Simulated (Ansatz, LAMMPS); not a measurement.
# Structural relaxation of amorphous 62TiO2-38Al2O3 (mol %) (90 atoms), part 2 of 2

Wanted: the relaxed structure of amorphous 62TiO2-38Al2O3 (mol %) (90 atoms) and its electronic structure.

Ansatz 0.2.0; Kohn-Sham DFT, PBE, PAW (set soft_2), plane waves.

The cell: 15 Ti, 18 Al and 57 O. The quench rate of 50 K/ps far exceeds what a furnace or splat quench reaches. The starting topology of bonds comes from the classical model. Only the Γ point is sampled in the main run, in a cell whose shortest periodic width is 10 Å.

So far. Step 4 (Cell and atoms relaxed): The relaxation changed the energy by -33.5 meV/atom, and atoms moved by 0.14 Å r.m.s., 0.45 Å at most.

## (6) Single point at the relaxed geometry

The electronic structure is read at the final geometry, in a run of its own.

The input, input.yaml:

```yaml
crystal:
  lattice:
    - [10.31095, 0.05218, 0.06265]
    - [0.05218, 10.15326, 0.03907]
    - [0.06265, 0.03907, 10.27746]
  atoms:
    - { symbol: Ti, position: [0.51618, 0.88572, 0.23647] }
    - { symbol: Ti, position: [0.68139, 0.40436, 0.5658] }
    - { symbol: Ti, position: [0.18724, 0.58681, 0.10723] }
    - { symbol: Ti, position: [0.0106, 0.29572, 0.23467] }
    - { symbol: Ti, position: [0.7262, 0.58271, 0.06663] }
    - { symbol: Ti, position: [0.68283, 0.25892, 0.92367] }
    - { symbol: Ti, position: [0.69689, 0.21841, 0.24322] }
    - { symbol: Ti, position: [0.18956, 0.87125, 0.30389] }
[... 78 atom lines left out ...]
    - { symbol: O, position: [0.21402, 0.24426, 0.90374] }
    - { symbol: O, position: [0.86827, 0.91897, 0.12425] }
    - { symbol: O, position: [0.49444, 0.39449, 0.59708] }
    - { symbol: O, position: [0.80802, 0.05973, 0.60739] }
kpoints:
  mp_grid: { grid: [1, 1, 1] }
hamiltonian:
  xc: pbe
scf:
  occupations: { method: fermi_dirac, width: 0.025 }
output:
  forces: true
  stress: true
  populations: true
  dos:
    method: { smearing: { sigma: 0.08 } }
    de: 0.05
    projected: { site_lists: { Al: [Al], O: [O], Ti: [Ti] } }
  eigenvalues: true
  write_density: true
  write_potential: true
  volumetric_format: npy
```

Run with:

```
$ ansatz run input.yaml --threads 4 --pin off --max-ram 8192MiB --backend cpu --events-out ev --progress --plain --runs-dir out
```

It took 15 s on 4 threads of AMD EPYC 7B13 (Zen 3), shared host; peak memory 1.5 GiB; 55 s of CPU time.

Read from the output:

- free energy: -79633.6290 eV
- free energy per atom: -884.8181 eV/atom
- SCF cycles: 12
- pressure: 0.001124 GPa
- r.m.s. force component: 0.00509 eV/Å
- longest force: 0.03119 eV/Å
- Fermi energy: 6.943 eV
- gap (highest filled to lowest empty level): 2.372 eV
- spilling of the projection: 0.00538

Löwdin charges by element and coordination (they lack the spilled electrons, 0.034 e an atom on average):

| element | coordination | atoms | mean charge (e) | spread | least | most |
| --- | --- | --- | --- | --- | --- | --- |
| Al | all | 18 | 1.27 | 0.0387 | 1.19 | 1.33 |
| Al | 4 | 9 | 1.30 | 0.0272 | 1.25 | 1.33 |
| Al | 5 | 7 | 1.26 | 0.0264 | 1.23 | 1.30 |
| Al | 6 | 2 | 1.21 | 0.0169 | 1.19 | 1.22 |
| O | all | 57 | -0.717 | 0.0902 | -0.854 | -0.522 |
| O | 2 | 14 | -0.611 | 0.0486 | -0.678 | -0.522 |
| O | 3 | 42 | -0.752 | 0.0726 | -0.854 | -0.635 |
| O | 4 | 1 | -0.751 | 0 | -0.751 | -0.751 |
| Ti | all | 15 | 1.40 | 0.0235 | 1.36 | 1.44 |
| Ti | 4 | 4 | 1.40 | 0.0117 | 1.38 | 1.41 |
| Ti | 5 | 7 | 1.4 | 0.0285 | 1.36 | 1.44 |
| Ti | 6 | 4 | 1.41 | 0.0194 | 1.39 | 1.44 |

Density of states as counts of states in windows of 1 eV (from the Fermi level), total and the larger projections:

| from (eV) | to (eV) | total | O p | Ti d |
| --- | --- | --- | --- | --- |
| -10 | -8 | 0.0 | 0.0 | 0.0 |
| -8 | -7 | 11.6 | 8.5 | 0.4 |
| -7 | -6 | 28.1 | 20.6 | 1.9 |
| -6 | -5 | 63.2 | 47.2 | 8.6 |
| -5 | -4 | 74.0 | 59.1 | 9.3 |
| -4 | -3 | 71.8 | 62.2 | 6.0 |
| -3 | -2 | 70.9 | 64.6 | 3.9 |
| -2 | -1 | 22.4 | 21.2 | 0.7 |
| -1 | 1 | 0.0 | 0.0 | 0.0 |
| 1 | 2 | 29.2 | 3.3 | 24.8 |
| 2 | 3 | 49.2 | 7.9 | 37.5 |
| 3 | 4 | 37.6 | 7.5 | 25.0 |
| 4 | 5 | 32.5 | 7.6 | 19.9 |

Between -26 and -10 eV lie 114 more states.

The stored curve holds about 456 of the 576 electrons; the rest, give or take the few that broadening carries across the Fermi level, lie in deeper levels below its range.

The levels nearest the highest filled one (over half full), pooled over k-points and spins:

| level less the highest filled one (eV) | occupation |
| --- | --- |
| -0.628 | 2 |
| -0.537 | 2 |
| -0.483 | 2 |
| -0.455 | 2 |
| -0.265 | 2 |
| 0 | 2 |
| 2.37 | 0 |
| 2.47 | 0 |
| 2.54 | 0 |
| 2.60 | 0 |
| 2.63 | 0 |
| 2.69 | 0 |

Valence density in the ac plane at fractional y = 0.249, with atoms of Ti and Al and O within 0.2 Å of it. It is the smooth field of the valence electrons, not physical close to the nuclei.

Ten steps, logarithmic in the rise over the least value, from '_' (0.0 e/Å³) to '@' (8.9 e/Å³), each cell a mean:
```
______..--++**++==::::::==**####++==**%%%%**--::::::....__
______::++%%@@%%++--::--++##@@%%**++%%@@@@%%++--======::__
______::++%%@@%%++--..::==**####++==**@@@@##==--++**++--..
______::==**##**==::....::--==--::::==++**==----==++==::..
______..::------::................::==**##++--::------..__
..............::::::::....______..--**%%@@##++--::........
------::..__..::--==--::..______..--**%%%%##==::........::
==++==--::....::--------..________..--++++==--::::::::::--
==++==--::::::::::::::::..__________..::::::::::------::--
------::::------::........__________..........::------::::
::::::..::--==--::........________..::--::......::::::....
----::....::::::::::----::..____..--++**++--............::
****++--........::==****++--....::++%%@@##++::________::==
%%%%##==..____..--**%%@@##==::..::++%%@@##++::______..--**
%%%%##==..____..--++%%%%##==::....--++**++--..______..--**
****++--..______..--++**++--......::------::..........::==
++++--..________..::----::::::::::::--**##**------::::::==
%%##==..________..........::--==----++%%@@%%**==++==--==##
%%##++::____..::------::..::==++====++%%@@%%++==++==--==##
****==::....::==****++--::::--====----++**++------::::::++
==++==::....--**%%%%##==::..::::::....::----::..........--
======::....--++##%%**==::..______....::----::..______..::
::--::......::--++++==--........____..::----::..________..
..........::::::----::::::--==--::..::====--::..__________
```
Columns run along a (10.3 Å), rows up along c (10.3 Å). Atoms in or near the plane, at fractional coordinates: Ti at (0.68, 0.92), Al at (0.19, 0.73), O at (0.69, 0.75), O at (0.66, 0.45), O at (0.38, 0.41), O at (0.03, 0.41), O at (0.49, 0.93), O at (0.21, 0.90).

Electrostatic potential energy in the ac plane at fractional y = 0.249, with atoms of Ti and Al and O within 0.2 Å of it. With pseudopotentials it is smooth inside the atoms' cores, unlike the true potential.

Ten even steps from '0' (-33 eV) to '9' (13 eV), each cell a mean:
```
99999757766674137630026899999
99997101677771005510004888999
99997101688885247620025876799
99998546899999899864457887899
99976557899999999984368877899
99865665789999999950027655679
98855765789999999960037555568
87875556789999999997687555578
87887778899999999999998766788
88889899999999999999999888888
88899999988899999999999999998
88899999998889999965799999999
55799999985479999600189999998
00389999950028999610289999995
00389999960028999965799999995
55799999986568999987778999998
45789999986556788863236899875
11478999975555688730003778852
01478999985555677740014778851
34689998546666888864346899874
77899996003888999987788999988
88899996104899999999899999999
99999998767899999988889999999
99999998876789899875568999999
```
Columns run along a (10.3 Å; values clipped at the 3rd and 97th percentile), rows up along c (10.3 Å). Atoms in or near the plane, at fractional coordinates: Ti at (0.68, 0.92), Al at (0.19, 0.73), O at (0.69, 0.75), O at (0.66, 0.45), O at (0.38, 0.41), O at (0.03, 0.41), O at (0.49, 0.93), O at (0.21, 0.90).

Mean Löwdin charges: Al +1.27, O -0.72, Ti +1.40 e (they miss 0.54 % of the electrons, so they add up to more than the cell's charge). The largest share in the top eV of filled states is O p (95 % of the projected weight), and in the lowest eV of empty states Ti d (85 % of the projected weight).

The surroundings of Al20, which has 6 bonded neighbours where the commonest count for Al is 4, nearest first, numbered as they follow in the input and with coordinates relative to it.

| atom | x | y | z | distance (Å) | bonds | Löwdin charge (e) |
| --- | --- | --- | --- | --- | --- | --- |
| Al20 | 0.00 | 0.00 | 0.00 | 0.00 | 6 | 1.22 |
| O71 | -0.23 | 1.49 | -0.97 | 1.79 | 2 | -0.64 |
| O56 | -1.76 | -0.21 | 0.49 | 1.84 | 3 | -0.78 |
| O85 | 1.83 | -0.30 | 0.13 | 1.86 | 3 | -0.85 |
| O38 | 0.47 | 0.49 | 1.87 | 1.98 | 3 | -0.67 |
| O63 | -0.03 | -1.35 | -1.48 | 2.00 | 3 | -0.67 |
| O70 | 0.09 | -1.94 | 1.11 | 2.24 | 4 | -0.75 |
| Al32 | 1.63 | -1.02 | 1.85 | 2.67 | 5 | 1.30 |
| Al30 | -1.79 | -1.64 | 1.59 | 2.90 | 5 | 1.23 |
| Ti11 | 0.30 | -3.01 | -0.56 | 3.08 | 5 | 1.43 |
| Ti4 | -0.24 | -0.74 | -3.26 | 3.35 | 4 | 1.38 |
| Al21 | 3.31 | 0.43 | -0.53 | 3.38 | 5 | 1.30 |
| Ti9 | 0.29 | 2.08 | 2.67 | 3.40 | 4 | 1.39 |

The column of bonds counts only the pairs O-Al within 2.43 Å, O-Ti within 2.64 Å; other neighbours, such as metal atoms beside each other in a compound, aren't counted, and periodic images can show an atom twice.

## (7) K-mesh 2×2×2

A denser mesh tests the sampling of the Brillouin zone.

input.yaml: that of step 6 with these lines changed.

```diff
@@ -8,3 +8,3 @@
 kpoints:
-  mp_grid: { grid: [1, 1, 1] }
+  mp_grid: { grid: [2, 2, 2] }
 hamiltonian:
@@ -22,4 +22 @@
   eigenvalues: true
-  write_density: true
-  write_potential: true
-  volumetric_format: npy
```

Wall time 2 min (4 threads); peak memory 6.3 GiB; 7.7 min of CPU time.

The program notes that it cut back its work space to fit the memory limit.

Geometry and reference: those of the single point at the relaxed geometry.

Forces differ from those of the single point at the relaxed geometry by 11 meV/Å r.m.s.; the energy by -0.94 meV/atom and the gap by -0.028 eV. It took 2 min and 12 cycles; the reference's time can't be set against it, since the two runs asked for unlike analyses.

## (8) Functional HSE06

HSE06 mixes in a quarter of exact exchange at short range, which counters self-interaction, at a higher cost.

This step: Kohn-Sham DFT, HSE06, PAW (set soft_2), plane waves (Ansatz 0.2.0).

input.yaml: that of step 7 with these lines changed.

```diff
@@ -8,5 +8,5 @@
 kpoints:
-  mp_grid: { grid: [2, 2, 2] }
+  mp_grid: { grid: [1, 1, 1] }
 hamiltonian:
-  xc: pbe
+  xc: hse06
 scf:
```

Elapsed: 4 min, on 4 threads; peak memory 3.6 GiB; 15 min of CPU time.

The program notes that the exchange threshold is loose for the stress and the SCF threshold is loose for the stress.

Geometry and reference: those of the single point at the relaxed geometry.

Forces differ from those of the single point at the relaxed geometry by 164 meV/Å r.m.s.; the pressure by -6.0 GPa and the gap by +1.6 eV. It took 4 min and 26 cycles; the reference's time can't be set against it, since the two runs asked for unlike analyses.

The run gave:

```yaml
free_energy: -79625.6419 eV
free_energy_per_atom: -884.7294 eV/atom
scf_cycles: 26
pressure: -5.994 GPa
r_m_s_force_component: 0.1641 eV/Å
longest_force: 0.7404 eV/Å
fermi_energy: 6.63 eV
spacing_of_highest_filled_and_lowest_empty_level: 3.997 eV
spilling_of_the_projection: 0.005931
```

Length of the force by element and coordination:

| element | coordination | atoms | mean length of the force (eV/Å) | spread | least | most |
| --- | --- | --- | --- | --- | --- | --- |
| Al | all | 18 | 0.104 | 0.0421 | 0.0348 | 0.197 |
| Al | 4 | 9 | 0.103 | 0.0561 | 0.0348 | 0.197 |
| Al | 5 | 7 | 0.109 | 0.0194 | 0.0838 | 0.141 |
| Al | 6 | 2 | 0.0864 | 0.0062 | 0.0802 | 0.0925 |
| O | all | 57 | 0.262 | 0.148 | 0.0404 | 0.740 |
| O | 2 | 14 | 0.409 | 0.143 | 0.146 | 0.740 |
| O | 3 | 42 | 0.213 | 0.115 | 0.0404 | 0.446 |
| O | 4 | 1 | 0.282 | 0 | 0.282 | 0.282 |
| Ti | all | 15 | 0.338 | 0.103 | 0.204 | 0.572 |
| Ti | 4 | 4 | 0.316 | 0.0765 | 0.204 | 0.420 |
| Ti | 5 | 7 | 0.327 | 0.0896 | 0.224 | 0.458 |
| Ti | 6 | 4 | 0.379 | 0.132 | 0.220 | 0.572 |

Löwdin charges by element and coordination (they lack the spilled electrons, 0.038 e an atom on average):

| element | coordination | atoms | mean charge (e) | spread | least | most |
| --- | --- | --- | --- | --- | --- | --- |
| Al | all | 18 | 1.33 | 0.0399 | 1.24 | 1.39 |
| Al | 4 | 9 | 1.35 | 0.0279 | 1.30 | 1.39 |
| Al | 5 | 7 | 1.31 | 0.0264 | 1.28 | 1.35 |
| Al | 6 | 2 | 1.26 | 0.0179 | 1.24 | 1.27 |
| O | all | 57 | -0.775 | 0.0767 | -0.888 | -0.600 |
| O | 2 | 14 | -0.680 | 0.0423 | -0.736 | -0.600 |
| O | 3 | 42 | -0.806 | 0.0583 | -0.888 | -0.699 |
| O | 4 | 1 | -0.800 | 0 | -0.800 | -0.800 |
| Ti | all | 15 | 1.58 | 0.0249 | 1.53 | 1.62 |
| Ti | 4 | 4 | 1.57 | 0.012 | 1.56 | 1.59 |
| Ti | 5 | 7 | 1.58 | 0.0292 | 1.53 | 1.62 |
| Ti | 6 | 4 | 1.59 | 0.0213 | 1.57 | 1.62 |

Density of states as counts of states in windows of 1 eV (from the Fermi level), total and the larger projections:

| from (eV) | to (eV) | total | O p | Ti d |
| --- | --- | --- | --- | --- |
| -14 | -10 | 0.0 | 0.0 | 0.0 |
| -10 | -9 | 0.1 | 0.1 | 0.0 |
| -9 | -8 | 17.6 | 13.1 | 0.7 |
| -8 | -7 | 29.1 | 21.8 | 2.3 |
| -7 | -6 | 64.1 | 48.7 | 8.6 |
| -6 | -5 | 67.1 | 54.7 | 7.4 |
| -5 | -4 | 66.6 | 58.3 | 4.9 |
| -4 | -3 | 69.3 | 63.5 | 3.5 |
| -3 | -2 | 27.4 | 26.0 | 0.8 |
| -2 | -1 | 0.7 | 0.7 | 0.0 |
| -1 | 1 | 0.0 | 0.0 | 0.0 |
| 1 | 2 | 1.6 | 0.1 | 1.4 |
| 2 | 3 | 36.1 | 3.7 | 30.7 |
| 3 | 4 | 46.5 | 6.8 | 35.5 |
| 4 | 5 | 38.1 | 7.2 | 25.6 |

Between -26 and -14 eV lie 114 more states.

The stored curve holds about 456 of the 576 electrons; the rest, give or take the few that broadening carries across the Fermi level, lie in deeper levels below its range.

The levels nearest the highest filled one (over half full), pooled over k-points and spins:

| level less the highest filled one (eV) | occupation |
| --- | --- |
| -0.632 | 2 |
| -0.540 | 2 |
| -0.497 | 2 |
| -0.484 | 2 |
| -0.261 | 2 |
| 0 | 2 |
| 4.00 | 0 |
| 4.08 | 0 |
| 4.17 | 0 |
| 4.24 | 0 |
| 4.27 | 0 |
| 4.34 | 0 |

## (9) Functional r2SCAN (500 eV)

The meta-GGA r2SCAN uses the kinetic energy density as well as the density and its gradient. Besides, the cutoff goes from 420 to 500 eV.

This step: Kohn-Sham DFT, r2SCAN, PAW (set soft_2), plane waves (Ansatz 0.2.0).

input.yaml: that of step 8 with these lines changed.

```diff
@@ -10,3 +10,3 @@
 hamiltonian:
-  xc: hse06
+  xc: r2scan
 scf:
```

Elapsed: 32 s, on 4 threads; peak memory 3 GiB; 2.1 min of CPU time.

Geometry and reference: those of the single point at the relaxed geometry.

Forces differ from those of the single point at the relaxed geometry by 70 meV/Å r.m.s.; the pressure by -4.7 GPa and the gap by +0.33 eV. It took 32 s and 12 cycles; the reference's time can't be set against it, since the two runs asked for unlike analyses.

## (10) Functional PBEsol

PBEsol restores the gradient expansion of exchange for slowly varying densities and usually gives shorter bonds in solids than PBE.

This step: Kohn-Sham DFT, PBEsol, PAW (set soft_2), plane waves (Ansatz 0.2.0).

input.yaml: that of step 9 with these lines changed.

```diff
@@ -10,3 +10,3 @@
 hamiltonian:
-  xc: r2scan
+  xc: pbesol
 scf:
```

It took 15 s on 4 threads; peak memory 1.5 GiB; 54 s of CPU time.

Geometry and reference: those of the single point at the relaxed geometry.

Forces differ from those of the single point at the relaxed geometry by 67 meV/Å r.m.s.; the pressure by -4.4 GPa and the gap by -0.0083 eV.

## (11) All settings compared

Differences are against the single point at the relaxed geometry (Kohn-Sham DFT, PBE, PAW (set soft_2), plane waves), whose r.m.s. force component is 0.00509 eV/Å. Energies are set beside the reference only for runs with its functional, potentials and electron count. Times are for 4 threads of AMD EPYC 7B13 (Zen 3), shared host. The reference's time includes grids, which some other runs skip.

| run | Δ force, r.m.s. (meV/Å) | Δ energy (meV/atom) | Δ pressure (GPa) | Δ gap (eV) | cycles | time | host memory (GiB) |
| --- | --- | --- | --- | --- | --- | --- | --- |
| reference | - | - | - | - | 12 | 15 s | 1.5 |
| k-mesh 2×2×2 | 11.3 | -0.941 | 0.0023 | -0.0275 | 12 | 2 min | 6.3 |
| functional HSE06 | 164 | - | -5.99 | 1.62 | 26 | 4 min | 3.6 |
| functional r2SCAN (500 eV) | 69.8 | - | -4.73 | 0.327 | 12 | 32 s | 3.0 |
| functional PBEsol | 66.7 | - | -4.38 | -0.0083 | 13 | 15 s | 1.5 |

## (12) Results

```yaml
energy_change_in_the_relaxation: -33.47 meV/atom
r_m_s_displacement: 0.145 Å
largest_displacement: 0.445 Å
free_energy_per_atom: -884.8181 eV/atom
pressure: 0.001124 GPa
r_m_s_force_component: 0.00509 eV/Å
spacing_of_highest_filled_and_lowest_empty_level: 2.372 eV
wall_time_of_the_7_dft_runs: 9 min
```

What this shows: Relaxation lowers the energy by 33.5 meV/atom and moves atoms by 0.14 Å r.m.s.; the r.m.s. force component goes from 0.61 to 0.0051 eV/Å. Displacements are taken in the final cell, so they leave out its strain. By the final cutoffs 0 of 154 bonded pairs parted and 4 joined. The cell grew by 1.5 % in volume. From the first step to the last the energy fell by 3.012 eV, across changes of basis, and the largest move was 0.44 Å (O34). The O-Ti bonds change most in mean length: from 1.904 Å (spread 0.135) to 1.948 Å (spread 0.178), and their number from 72 to 75. Counting bonds as in the table, 50 % of Al atoms have 4, 74 % of O atoms have 3 and 47 % of Ti atoms have 5 bonded neighbours. Counting bonds to Al alone, not to Ti, 21 % of the oxygens join two of these atoms and 40 % one; 21 % join three; 18 % join none. Between filled and empty levels lie 2.37 eV (at Γ alone); a semilocal functional tends to put such gaps too low. In a disordered cell it changes from sample to sample, and tail or defect levels can set it.

Among the changes of functional, dispersion, potentials or spin set against this reference, functional HSE06 moves the forces most, by 164 meV/Å r.m.s. The gap changes by +1.62 eV with HSE06.

Caveats: The starting topology of bonds comes from the classical model; in DFT 0 of its 154 bonded pairs passed out of the cutoffs and 4 came within them.

[Logs are printed without paths, hosts, clocks, repeated set-up lines and the standing remarks that a program may print on its own settings, such as how far it seeks lower states.]

[Hosts, paths, dates, database ids (printed as entryN), source tags and the programs' standing remarks are cut or masked in the printed files.]
